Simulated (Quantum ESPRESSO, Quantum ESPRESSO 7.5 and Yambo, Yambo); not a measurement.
# ZrSe3 (P2_1/m): Bethe-Salpeter spectra with Yambo

How far does the k mesh set the exciton binding of ZrSe3 (P2_1/m)?

Program: Quantum ESPRESSO 7.5 and Yambo 5.3.0. Level of theory: PBEsol and many-body steps on it, plane waves. Results are calculated unless marked as measured.

## 1. The starting structure

The structure is monoclinic, space group P2_1/m (No. 11). The conventional cell has a = 5.411 Å, b = 3.749 Å, c = 9.444 Å, α = 90.00°, β = 97.48°, γ = 90.00°. Nearest to Zr lie 8 Se at 2.72 to 2.87 Å. Nearest to Se lie 4 Zr at 2.72 to 2.87 Å. Se has 1 Se at 2.34 Å and 2 Zr at 2.73 Å nearest. Nearest to Se lie 1 Se at 2.34 Å and 2 Zr at 2.74 Å. Farther neighbours and most contacts between anions are not listed.

Structure file:

```cif
data_structure
_symmetry_space_group_name_H-M 'P 1'
_symmetry_Int_Tables_number 1
_cell_length_a 5.4109
_cell_length_b 3.7488
_cell_length_c 9.4440
_cell_angle_alpha 90.000
_cell_angle_beta 97.480
_cell_angle_gamma 90.000
_cell_volume 189.94
loop_
_atom_site_label
_atom_site_type_symbol
_atom_site_fract_x
_atom_site_fract_y
_atom_site_fract_z
_atom_site_occupancy
Zr1 Zr 0.28500 0.25000 0.65600 1
Zr2 Zr 0.71500 0.75000 0.34400 1
Se3 Se 0.76200 0.25000 0.55400 1
Se4 Se 0.23800 0.75000 0.44600 1
Se5 Se 0.45600 0.25000 0.17400 1
Se6 Se 0.54400 0.75000 0.82600 1
Se7 Se 0.88800 0.25000 0.16900 1
Se8 Se 0.11200 0.75000 0.83100 1
```

The cell and positions come from the Crystallography Open Database and are kept as given unless a step says otherwise.

## 2. Empty states on the mesh, 2×4×2 mesh, 236 bands

This step: Quantum ESPRESSO 7.5; DFT, PBEsol, plane waves, norm-conserving pseudopotentials.

The sums over transitions need many empty states on a uniform mesh; this step solves for them.

pw.in reads:

```
&control
  calculation = 'nscf'
  prefix = 'x'
  outdir = 'o'
  pseudo_dir = 'pseudo'
/
&system
  ibrav = 0
  nat = 8
  ntyp = 2
  ecutwfc = 104.0
  nbnd = 236
  force_symmorphic = .true.
/
&electrons
  conv_thr = 1e-9
  electron_maxstep = 80
  diago_full_acc = .true.
  diago_thr_init = 5e-6
/
ATOMIC_SPECIES
  Zr 91.224 Zr.upf
  Se 78.971 Se.upf
CELL_PARAMETERS angstrom
  5.4109000000 -0.0000000000 0.0000000000
  -0.0000000000 3.7488000000 0.0000000000
  -1.2294209091 0.0000000000 9.3636349901
ATOMIC_POSITIONS crystal
  Zr 0.2850000000 0.2500000000 0.6560000000
  Zr 0.7150000000 0.7500000000 0.3440000000
  Se 0.7620000000 0.2500000000 0.5540000000
  Se 0.2380000000 0.7500000000 0.4460000000
  Se 0.4560000000 0.2500000000 0.1740000000
  Se 0.5440000000 0.7500000000 0.8260000000
  Se 0.8880000000 0.2500000000 0.1690000000
  Se 0.1120000000 0.7500000000 0.8310000000
K_POINTS automatic
  2 4 2 0 0 0
```

The run is started by

```
$ OMP_NUM_THREADS=1 mpirun -n 8 pw.x -nk 4 -in pw.in > pw.out
```

Log:

```text
Program PWSCF v.7.5 starts

     This program is part of the open-source Quantum ESPRESSO suite
     for quantum simulation of materials; please cite
         "P. Giannozzi et al., J. Phys.:Condens. Matter 21 395502 (2009);
         "P. Giannozzi et al., J. Phys.:Condens. Matter 29 465901 (2017);
         "P. Giannozzi et al., J. Chem. Phys. 152 154105 (2020);
     in publications or presentations arising from this work. More details at

     Atomic positions and unit cell read from directory:
     o/x.save/

     Message from routine setup:
[...]
6.3942   6.7318   7.1761   7.6777   7.8281   8.7232   8.8591   9.0417
     [... 18 further rows ...]
    50.8740  51.1668  51.2227  51.5438  51.5854  51.7372  52.4071  52.4465
    52.6174  52.9332  53.0618  53.2353

          k = 0.0000 0.3608-0.2889 ( 22962 PWs)   bands (ev):

     [... further k-points ...]

     highest occupied, lowest unoccupied level (ev):    10.5070   10.8367

     XML data file, pseudopotentials, collected wavefunctions

=------------------------------------------------------------------------------=
   JOB DONE.
=------------------------------------------------------------------------------=
```

It took 69 s on 8 MPI ranks of Intel Xeon 6975P-C (Granite Rapids), shared host; peak memory 2.5 GiB; 9.1 min of CPU time.

Numbers from this step:

```
gap                                                           : 0.3297 eV
k of the valence top                                          : 0, 0, 0
k of the conduction bottom                                    : -0.5, 0, 0
least direct gap                                              : 0.6027 eV
k points computed                                             : 12
lowest point of the top converged band, above the valence top : 41.98 eV
```

On this mesh the gap is 0.330 eV.

The density comes from a self-consistent run that is not shown.

## 3. Conversion and set-up

This step: Yambo 5.3.0; conversion and set-up on PBEsol, plane waves, norm-conserving pseudopotentials.

The states are converted to the many-body program's format and the q mesh is built.

The run is started by

```
$ (cd o/x.save; p2y > p2y.log; mv SAVE ../..); yambo > setup.log
```

Log:

```text
 Yambo, version 5.3.0

 [02] CORE Variables Setup
 =========================

  [02.01] Unit cells
  ==================

  Cell kind             :  Unknown
  Atoms in the cell     :  Zr  Se
  number of Zr atoms    :  2
  number of Se atoms    :   6

  List of atomic masses
  Mass of Zr    :  91.22400
  Mass of Se    :  78.97100

  List of atomic coordinates    : [cc]
  Zr1       :   1.39009   1.77105  11.60773  order 1
  Zr2       :  6.511756  5.313154  6.086979  order 2
  Se1       :  6.504450  1.771051  9.802867  order 3
  Se2       :  1.397400  5.313154  7.891839  order 4
[...]
K/Q-points units:
 rlu = crystal or reduced units; cc = cartesian coordinates; iku = interal k-units

 Q [ 1]         [rlu]:  0.000000  0.000000  0.000000
 Q [ 2]         [rlu]: -0.49964E-17   0.0000     -0.50000
 Q [ 3]         [rlu]:  0.000000  0.250000  0.000000
[...]
Q [ 8]         [rlu]:  0.500000  0.000000 -0.500000
 Q [ 9]         [rlu]: -0.50000      0.25000      0.59754E-16
 Q [10]         [rlu]:  0.500000  0.250000 -0.500000
 Q [11]         [rlu]: -0.50000     -0.50000      0.59754E-16
 Q [12]         [rlu]:  0.500000  0.500000 -0.500000

  [03.01] X indexes
  =================

   [03.01.01] Sigma indexes
   ========================

 [06] Game Over & Game summary
```

Run time: 5.9 s. Hardware: 1 MPI rank; peak memory 0.28 GiB.

## 4. Screening and self-energy, 2×4×2 mesh, 236 bands, screening to 95.2 eV

Now the one-shot GW correction: screening in the RPA, then the self-energy of the levels asked for.

This step: G0W0 on PBEsol, plane waves, norm-conserving pseudopotentials.

gw1.in reads:

```
HF_and_locXC
gw0
dyson
ppa
em1d
rim_cut
RandQpts= 1000000
RandGvec= 1 RL
EXXRLvcs= 104 Ry
VXCRLvcs= 416 Ry
Chimod= "HARTREE"
% BndsRnXp
 1 | 236 |
%
NGsBlkXp= 7 Ry
% LongDrXp
 1 | 1 | 1 |
%
% GbndRnge
 1 | 236 |
%
DysSolver= "n"
ExtendOut
PPAPntXp= 27.21138 eV
% QPkrange
 1 | 1 | 83 | 86 |
 7 | 7 | 83 | 86 |
 2 | 2 | 83 | 86 |
%
```

The run is started by

```
$ OMP_NUM_THREADS=2 mpirun -n 4 yambo -F gw1.in -J gw1 -C gw1 > gw1.log
```

Log:

```text
 Yambo, version 5.3.0

 [02] CORE Variables Setup
 =========================

  [... cell, symmetries and grids as in the set-up ...]

  [02.05] Energies & Occupations
  ==============================

  [X] === General ===
  [X] Electronic Temperature                        :  0.000000  0.000000 [eV K]
  [X] Bosonic    Temperature                        :  0.000000  0.000000 [eV K]
  [X] Finite Temperature mode                       : no
  [X] El. density                                   :  0.88451E+24 [cm-3]
[...]
QP @ state[ 1 ] b range                          :   83   86
   QP @ state[ 2 ] K range                          :   7   7
   QP @ state[ 2 ] b range                          :   83   86
   GF energies kind                                 : Perdew, Burke & Ernzerhof SOL(X)+Perdew, Burke & Ernzerhof SOL(C)
   GF WF`s kind                                     : Perdew, Burke & Ernzerhof SOL(X)+Perdew, Burke & Ernzerhof SOL(C)
   Xs energies kind                                 : Perdew, Burke & Ernzerhof SOL(X)+Perdew, Burke & Ernzerhof SOL(C)
   Xs WF`s kind                                     : Perdew, Burke & Ernzerhof SOL(X)+Perdew, Burke & Ernzerhof SOL(C)

 [11] Game Over & Game summary
```

Wall time 14 min (4 MPI ranks); peak memory 14 GiB.

This step gave:

| Property | Result |
| --- | --- |
| G0W0 gap on the points computed | 0.9189 eV |
| starting gap on the mesh | 0.3297 eV |
| k of the valence top | 0, 0, 0 |
| k of the conduction bottom | -0.5, 0, 0 |
| least direct G0W0 gap on the computed points | 1.221 eV |

The gap on the mesh goes from 0.33 eV to 0.92 eV, a correction of +0.59 eV.

The gap opens by 0.589 eV; the next steps shift the empty bands rigidly by 0.618 eV, the correction at the start's least direct gap.

## 5. Empty states on the mesh, 2×4×2 mesh, 128 bands

This step: Quantum ESPRESSO 7.5; DFT, PBEsol, plane waves, norm-conserving pseudopotentials.

Edit pw.in of step 2 so:

```diff
@@ -11,3 +11,3 @@
   ecutwfc = 104.0
-  nbnd = 236
+  nbnd = 128
   force_symmorphic = .true.
```

The run is started by

```
$ OMP_NUM_THREADS=1 mpirun -n 8 pw.x -nk 4 -in pw.in > pw.out
```

Log:

```text
[banner, memory and clock lines left out]
Program PWSCF v.7.5 starts

     Atomic positions and unit cell read from directory:
     o/x.save/

     Message from routine setup:
     using ibrav=0 with symmetry is DISCOURAGED, use correct ibrav instead

     bravais-lattice index     =            0
     lattice parameter (alat)  =      10.2251  a.u.
     unit-cell volume          =    1281.7486 (a.u.)^3
     number of atoms/cell      =            8
     number of atomic types    =            2
     number of electrons       =       168.00
[...]
k = 0.0000 0.3608 0.0000 ( 22961 PWs)   bands (ev):

[...]
-136.9784-136.9784-136.7591-136.7591-136.7526-136.7526-136.7431-136.7431
  -136.7368-136.7368-136.0461-136.0461-136.0393-136.0393-136.0250-136.0250
[...]
[... 4 further rows ...]
    22.1443  22.4866  22.7727  22.9028  23.1482  23.5185  23.9959  24.0919
    24.9750  25.2347  25.3540  26.6132  26.6610  26.7563  27.4415  27.6239

          k = 0.0000 0.3608-0.2889 ( 22962 PWs)   bands (ev):

     [... further k-points ...]

     highest occupied, lowest unoccupied level (ev):    10.5070   10.8367

     XML data file, pseudopotentials, collected wavefunctions
```

The job ended after 32 s (8 MPI ranks; peak memory 1.7 GiB; 3.9 min of CPU time).

Numbers from this step:

| Quantity | Value |
| --- | --- |
| gap | 0.3297 eV |
| k of the valence top | 0, 0, 0 |
| k of the conduction bottom | -0.5, 0, 0 |
| least direct gap | 0.6027 eV |
| k points computed | 12 |
| lowest point of the top converged band, above the valence top | 15.77 eV |

On this mesh the gap is 0.330 eV.

## 6. Conversion and set-up

This step: Yambo 5.3.0; conversion and set-up on PBEsol, plane waves, norm-conserving pseudopotentials.

The run is started by

```
$ (cd o/x.save; p2y > p2y.log; mv SAVE ../..); yambo > setup.log
```

Log:

```text
 Yambo, version 5.3.0

 [02] CORE Variables Setup
 =========================

  [02.01] Unit cells
  ==================

  Cell kind             :  Unknown
  Atoms in the cell     :  Zr  Se
  number of Zr atoms    :  2
  number of Se atoms    :   6

  List of atomic masses
  Mass of Zr    :  91.22400
  Mass of Se    :  78.97100

  List of atomic coordinates    : [cc]
  Zr1       :   1.39009   1.77105  11.60773  order 1
  Zr2       :  6.511756  5.313154  6.086979  order 2
  Se1       :  6.504450  1.771051  9.802867  order 3
  Se2       :  1.397400  5.313154  7.891839  order 4
[...]
K/Q-points units:
 rlu = crystal or reduced units; cc = cartesian coordinates; iku = interal k-units

 Q [ 1]         [rlu]:  0.000000  0.000000  0.000000
 Q [ 2]         [rlu]: -0.49964E-17   0.0000     -0.50000
 Q [ 3]         [rlu]:  0.000000  0.250000  0.000000
[...]
Q [ 8]         [rlu]:  0.500000  0.000000 -0.500000
 Q [ 9]         [rlu]: -0.50000      0.25000      0.59754E-16
 Q [10]         [rlu]:  0.500000  0.250000 -0.500000
 Q [11]         [rlu]: -0.50000     -0.50000      0.59754E-16
 Q [12]         [rlu]:  0.500000  0.500000 -0.500000

  [03.01] X indexes
  =================

   [03.01.01] Sigma indexes
   ========================

 [06] Game Over & Game summary
```

Wall time 5 s (1 MPI rank); peak memory 0.27 GiB.

(Continued in part 2 of 3.)

[Paths, hosts, dates, memory and timing lines, banners, echoed tables and standing remarks are left out of the program output.]

[Logs are printed without paths, hosts, clocks, repeated set-up lines and the standing remarks that a program may print on its own settings, such as how far it seeks lower states.]

[Runs of the session that timed out or met a known fault of the program may be left out.]

[Hosts, paths, dates, database ids (printed as entryN), source tags and the programs' standing remarks are cut or masked in the printed files.]
